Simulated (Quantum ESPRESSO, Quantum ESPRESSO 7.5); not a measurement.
## Ni(111), 5 layers against a metal electrode, stepped through the charge of the slab

Wanted: a table for Ni(111), 5 layers against a metal electrode against the charge of the slab, and what can be fitted to it.

Calculated with Quantum ESPRESSO 7.5; plane-wave DFT, PBE, GBRV ultrasoft pseudopotentials.

**1. Starting point**

Symmetry: Fm-3m, No. 225, cubic system. The conventional cell has a = 3.520 Å, b = 3.520 Å, c = 3.520 Å, α = 90.00°, β = 90.00°, γ = 90.00°. Nearest to Ni lie 12 Ni at 2.49 Å.

Set-up: The slab is relaxed neutral, then held. ESM with bc3: vacuum below and a metal electrode about 6 Å above the top atoms. Cold smearing of 0.02 Ry. Charges are set per cell from the starting area. The slabs take the lattice constants of the bulk relaxed by the same program.

Members 2, 3, 4.5, 6, 7 and 8 took the same steps and show in the table alone.

**2. Relaxing cell and ions of the reference**

The bulk crystal is relaxed in cell and atoms; the members are built on its lattice constants.

ref.vc.in reads:

```
&control
  prefix = 'ref.vc'
  outdir = './out'
  pseudo_dir = './pseudo'
  nstep = 40
  forc_conv_thr = 0.0003
  calculation = 'vc-relax'
/
&system
  ibrav = 0
  nat = 1
  ntyp = 1
  ecutwfc = 50
  ecutrho = 250
  occupations = 'smearing'
  smearing = 'mv'
  degauss = 0.02
  nspin = 2
  starting_magnetization(1) = 0.12
/
&electrons
  conv_thr = 1e-09
  mixing_beta = 0.4
  electron_maxstep = 120
/
&ions
/
&cell
  press_conv_thr = 0.3
/
ATOMIC_SPECIES
  Ni  58.6934  ni_pbe_v1.4.uspp.F.UPF
CELL_PARAMETERS angstrom
  0.00000000000000 1.76000000000000 1.76000000000000
  1.76000000000000 0.00000000000000 1.76000000000000
  1.76000000000000 1.76000000000000 0.00000000000000
ATOMIC_POSITIONS crystal
  Ni  0.000000000000 0.000000000000 0.000000000000
K_POINTS automatic
  20 20 20 0 0 0
```

Started as:

```bash
OMP_NUM_THREADS=1 mpirun -n 4 pw.x -nk 4 -in ref.vc.in > ref.vc.out
```

The program printed:

```text
Program PWSCF v.7.5 starts
[citation notice left out]

     Parallel version (MPI & OpenMP), running on       4 processor cores
     Number of MPI processes:                 4
     Threads/MPI process:                     1

     MPI processes distributed on     1 nodes
[...]
Current dimensions of program PWSCF are:
     Max number of different atomic species (ntypx) = 10
     Max number of k-points (npk) =  40000
     Max angular momentum in pseudopotentials (lmaxx) =  4
     Message from routine setup:
     using ibrav=0 with symmetry is DISCOURAGED, use correct ibrav instead

     K-points division:     npool     =       4
     Subspace diagonalization in iterative solution of the eigenvalue problem:
     a serial algorithm will be used

     G-vector sticks info
     --------------------
     sticks:   dense  smooth     PW     G-vecs:    dense   smooth      PW
     Sum         379     313    109                 4957     3527     725

     Using Slab Decomposition

     bravais-lattice index     =            0
     lattice parameter (alat)  =       4.7036  a.u.
     unit-cell volume          =      73.5808 (a.u.)^3
     number of atoms/cell      =            1
     number of atomic types    =            1
     number of electrons       =        18.00
     number of Kohn-Sham states=           13
     kinetic-energy cutoff     =      50.0000  Ry
     charge density cutoff     =     250.0000  Ry
     scf convergence threshold =      1.0E-09
     mixing beta               =       0.4000
     number of iterations used =            8  plain     mixing
     energy convergence thresh.=      1.0E-04
     force convergence thresh. =      3.0E-04
     press convergence thresh. =      3.0E-01
     Exchange-correlation=  SLA  PW   PBX  PBC
                           (   1   4   3   4   0   0   0)
     nstep                     =           40

     celldm(1)=   4.703558  celldm(2)=   0.000000  celldm(3)=   0.000000
     celldm(4)=   0.000000  celldm(5)=   0.000000  celldm(6)=   0.000000

     crystal axes: (cart. coord. in units of alat)
               a(1) = (   0.000000   0.707107   0.707107 )
               a(2) = (   0.707107   0.000000   0.707107 )
               a(3) = (   0.707107   0.707107   0.000000 )

     reciprocal axes: (cart. coord. in units 2 pi/alat)
               b(1) = ( -0.707107  0.707107  0.707107 )
               b(2) = (  0.707107 -0.707107  0.707107 )
               b(3) = (  0.707107  0.707107 -0.707107 )

     PseudoPot. # 1 for Ni read from file:
     ./pseudo/ni_pbe_v1.4.uspp.F.UPF
     Pseudo is Ultrasoft + core correction, Zval = 18.0
     Generated by new atomic code, or converted to UPF format
     Using radial grid of  865 points,  6 beta functions with:
                l(1) =   0
                l(2) =   0
                l(3) =   1
                l(4) =   1
                l(5) =   2
                l(6) =   2
     Q(r) pseudized with 10 coefficients,  rinner =    0.980   0.980   0.980
                                                       0.980   0.980

     atomic species   valence    mass     pseudopotential
     Ni               18.00    58.69340     Ni( 1.00)

     Starting magnetic structure
     atomic species   magnetization
     Ni              0.120

     48 Sym. Ops., with inversion, found

   Cartesian axes

     site n.     atom                  positions (alat units)
         1        Ni     tau(   1) = (   0.0000000   0.0000000   0.0000000  )

     number of k points=   256  Marzari-Vanderbilt smearing, width (Ry)=  0.0200

     Number of k-points >= 100: set verbosity='high' to print them.

     Dense  grid:     4957 G-vectors     FFT dimensions: (  24,  24,  24)

     Smooth grid:     3527 G-vectors     FFT dimensions: (  24,  24,  24)

     Estimated max dynamical RAM per process >      22.82 MB

     Estimated total dynamical RAM >      84.01 MB

     Check: negative core charge=   -0.000014
     Generating pointlists ...
     new r_m :   0.4125 (alat units)  1.9402 (a.u.) for type    1

     Initial potential from superposition of free atoms

     starting charge      16.0000, renormalised to      18.0000
     Starting wfcs are   13 randomized atomic wfcs

     total cpu time spent up to now is        0.9 secs

     per-process dynamical memory:    23.5 Mb

     Self-consistent Calculation

     iteration #  1     ecut=    50.00 Ry     beta= 0.40
     Davidson diagonalization with overlap
     ethr =  1.00E-02,  avg # of iterations =  4.4

     total cpu time spent up to now is        2.9 secs

     total energy              =    -333.32582585 Ry
     estimated scf accuracy    <      31.46108836 Ry

     total magnetization       =     0.43 Bohr mag/cell
     absolute magnetization    =     0.48 Bohr mag/cell

     iteration #  2     ecut=    50.00 Ry     beta= 0.40
[...]
total energy              =    -341.72356453 Ry
     estimated scf accuracy    <       9.94413475 Ry

     total magnetization       =    -0.00 Bohr mag/cell
     absolute magnetization    =     0.12 Bohr mag/cell

     iteration #  3     ecut=    50.00 Ry     beta= 0.40
[...]
total energy              =    -343.27477559 Ry
     estimated scf accuracy    <       0.02271515 Ry

     total magnetization       =     0.80 Bohr mag/cell
     absolute magnetization    =     0.90 Bohr mag/cell

     iteration #  4     ecut=    50.00 Ry     beta= 0.40
[...]
total energy              =    -343.27954102 Ry
     estimated scf accuracy    <       0.00335792 Ry

     total magnetization       =     0.72 Bohr mag/cell
     absolute magnetization    =     0.83 Bohr mag/cell

     iteration #  5     ecut=    50.00 Ry     beta= 0.40
[...]
total energy              =    -343.27978921 Ry
     estimated scf accuracy    <       0.00184499 Ry

     total magnetization       =     0.68 Bohr mag/cell
     absolute magnetization    =     0.79 Bohr mag/cell

     iteration #  6     ecut=    50.00 Ry     beta= 0.40
[...]
total energy              =    -343.28020553 Ry
     estimated scf accuracy    <       0.00043505 Ry

     total magnetization       =     0.67 Bohr mag/cell
     absolute magnetization    =     0.78 Bohr mag/cell

     iteration #  7     ecut=    50.00 Ry     beta= 0.40
[...]
internal energy E=F+TS    =    -343.28016481 Ry

     The total energy is F=E-TS. E is the sum of the following terms:
     one-electron contribution =    -191.71469531 Ry
     hartree contribution      =     107.47517029 Ry
     xc contribution           =     -35.56509953 Ry
     ewald contribution        =    -223.47554026 Ry

     total magnetization       =     0.67 Bohr mag/cell
     absolute magnetization    =     0.77 Bohr mag/cell

     convergence has been achieved in   4 iterations

     Forces acting on atoms (cartesian axes, Ry/au):

     atom    1 type  1   force =     0.00000000    0.00000000    0.00000000

     Total force =     0.000000     Total SCF correction =     0.000000

     Computing stress (Cartesian axis) and pressure

          total   stress  (Ry/bohr**3)                   (kbar)     P=       -0.06
  -0.00000037  -0.00000000   0.00000000           -0.06       -0.00        0.00
  -0.00000000  -0.00000037  -0.00000000           -0.00       -0.06       -0.00
   0.00000000  -0.00000000  -0.00000037            0.00       -0.00       -0.06

     Energy error            =      1.2E-06 Ry
     Gradient error          =      0.0E+00 Ry/Bohr
     Cell gradient error     =      5.5E-02 kbar

     bfgs converged in   2 scf cycles and   1 bfgs steps
     (criteria: energy <  1.0E-04 Ry, force <  3.0E-04 Ry/Bohr, cell <  3.0E-01 kbar)

     End of BFGS Geometry Optimization

     Final enthalpy           =    -343.2803086389 Ry

     File ./out/ref.vc.bfgs deleted, as requested
Begin final coordinates
     new unit-cell volume =     73.42837 a.u.^3 (    10.88096 Ang^3 )
     density =      8.95718 g/cm^3

CELL_PARAMETERS (angstrom)
   0.000000000   1.758783680   1.758783680
   1.758783680   0.000000000   1.758783680
   1.758783680   1.758783680   0.000000000

ATOMIC_POSITIONS (crystal)
Ni               0.0000000000        0.0000000000        0.0000000000
End final coordinates

[...]
Final scf calculation at the relaxed structure.
     The G-vectors are recalculated for the final unit cell
     Results may differ from those at the preceding step.

     G-vector sticks info
     --------------------
     sticks:   dense  smooth     PW     G-vecs:    dense   smooth      PW
     Sum         379     301    109                 4909     3479     725

     Using Slab Decomposition

     bravais-lattice index     =            0
     lattice parameter (alat)  =       4.7036  a.u.
     unit-cell volume          =      73.4284 (a.u.)^3
     number of atoms/cell      =            1
     number of atomic types    =            1
     number of electrons       =        18.00
     number of Kohn-Sham states=           13
     kinetic-energy cutoff     =      50.0000  Ry
     charge density cutoff     =     250.0000  Ry
     scf convergence threshold =      1.0E-09
     mixing beta               =       0.4000
     number of iterations used =            8  plain     mixing
     press convergence thresh. =      3.0E-01
     Exchange-correlation=  SLA  PW   PBX  PBC
                           (   1   4   3   4   0   0   0)

     celldm(1)=   4.703558  celldm(2)=   0.000000  celldm(3)=   0.000000
     celldm(4)=   0.000000  celldm(5)=   0.000000  celldm(6)=   0.000000

     crystal axes: (cart. coord. in units of alat)
               a(1) = (   0.000000   0.706618   0.706618 )
               a(2) = (   0.706618   0.000000   0.706618 )
               a(3) = (   0.706618   0.706618   0.000000 )

     reciprocal axes: (cart. coord. in units 2 pi/alat)
               b(1) = ( -0.707596  0.707596  0.707596 )
               b(2) = (  0.707596 -0.707596  0.707596 )
               b(3) = (  0.707596  0.707596 -0.707596 )

     PseudoPot. # 1 for Ni read from file:
     ./pseudo/ni_pbe_v1.4.uspp.F.UPF
     Pseudo is Ultrasoft + core correction, Zval = 18.0
     Generated by new atomic code, or converted to UPF format
     Using radial grid of  865 points,  6 beta functions with:
                l(1) =   0
                l(2) =   0
                l(3) =   1
                l(4) =   1
                l(5) =   2
                l(6) =   2
     Q(r) pseudized with 10 coefficients,  rinner =    0.980   0.980   0.980
                                                       0.980   0.980

     atomic species   valence    mass     pseudopotential
     Ni               18.00    58.69340     Ni( 1.00)

     Starting magnetic structure
     atomic species   magnetization
     Ni              0.043

     48 Sym. Ops., with inversion, found

   Cartesian axes

     site n.     atom                  positions (alat units)
         1        Ni     tau(   1) = (   0.0000000   0.0000000   0.0000000  )

     number of k points=   256  Marzari-Vanderbilt smearing, width (Ry)=  0.0200

     Number of k-points >= 100: set verbosity='high' to print them.

     Dense  grid:     4909 G-vectors     FFT dimensions: (  24,  24,  24)

     Smooth grid:     3479 G-vectors     FFT dimensions: (  24,  24,  24)

     Estimated max dynamical RAM per process >      22.76 MB

     Estimated total dynamical RAM >      83.84 MB

     Check: negative core charge=   -0.000014
     Generating pointlists ...

     Initial potential from superposition of free atoms

     starting charge      16.0000, renormalised to      18.0000
     Starting wfcs are   13 randomized atomic wfcs

     total cpu time spent up to now is       25.7 secs

     per-process dynamical memory:    29.9 Mb

     Self-consistent Calculation

     iteration #  1     ecut=    50.00 Ry     beta= 0.40
     Davidson diagonalization with overlap
     c_bands:  1 eigenvalues not converged
     ethr =  1.00E-06,  avg # of iterations = 11.9

     total cpu time spent up to now is       30.2 secs

     total energy              =    -333.19099450 Ry
     estimated scf accuracy    <      31.59542980 Ry

     total magnetization       =     0.15 Bohr mag/cell
     absolute magnetization    =     0.17 Bohr mag/cell

[...]
iteration # 12     ecut=    50.00 Ry     beta= 0.40
[...]
Magnetic moment per site  (integrated on atomic sphere of radius R)
     atom   1 (R=0.412)  charge= 16.7047  magn=  0.7125

[...]
End of self-consistent calculation

     Number of k-points >= 100: set verbosity='high' to print the bands.

     the Fermi energy is    17.9011 ev

!    total energy              =    -343.28030777 Ry
     estimated scf accuracy    <          1.0E-11 Ry
     smearing contrib. (-TS)   =      -0.00014337 Ry
     internal energy E=F+TS    =    -343.28016441 Ry

     The total energy is F=E-TS. E is the sum of the following terms:
     one-electron contribution =    -191.71493691 Ry
     hartree contribution      =     107.47544444 Ry
     xc contribution           =     -35.56513168 Ry
     ewald contribution        =    -223.47554026 Ry

     total magnetization       =     0.67 Bohr mag/cell
     absolute magnetization    =     0.77 Bohr mag/cell

     convergence has been achieved in  12 iterations

     Forces acting on atoms (cartesian axes, Ry/au):

     atom    1 type  1   force =     0.00000000    0.00000000    0.00000000

     Total force =     0.000000     Total SCF correction =     0.000000

     Computing stress (Cartesian axis) and pressure

          total   stress  (Ry/bohr**3)                   (kbar)     P=        0.85
   0.00000575  -0.00000000   0.00000000            0.85       -0.00        0.00
   0.00000000   0.00000575  -0.00000000            0.00        0.85       -0.00
   0.00000000  -0.00000000   0.00000575            0.00       -0.00        0.85

[...]
=------------------------------------------------------------------------------=
   JOB DONE.
=------------------------------------------------------------------------------=
```

Elapsed: 46 s, on 4 MPI ranks of Arm Neoverse V1, shared host; peak memory 0.29 GiB; 3.1 min of CPU time.

Little changed from the start: no atom moved by 0.005 Å and no cell edge by 0.1 %.

 The last row is no step: it is a fresh SCF in the final cell with a new plane-wave basis, +0 meV from the row before.

Numbers from this step:

* free energy: -4670.5665 eV
* Fermi energy: 17.90 eV
* magnetization: 0.67 μB
* absolute magnetization: 0.77 μB
* site moments: 0.7125 μB

[end of part 1 of 5]

[Logs are printed without paths, hosts, clocks, repeated set-up lines and the standing remarks that a program may print on its own settings, such as how far it seeks lower states.]

[Hosts, paths, dates, database ids (printed as entryN), source tags and the programs' standing remarks are cut or masked in the printed files.]

[Maps of the electrostatic potential energy from Ansatz leave out the sawtooth potential of an applied field or a dipole correction, so their vacuum need not be flat; planar profiles and work functions include it.]
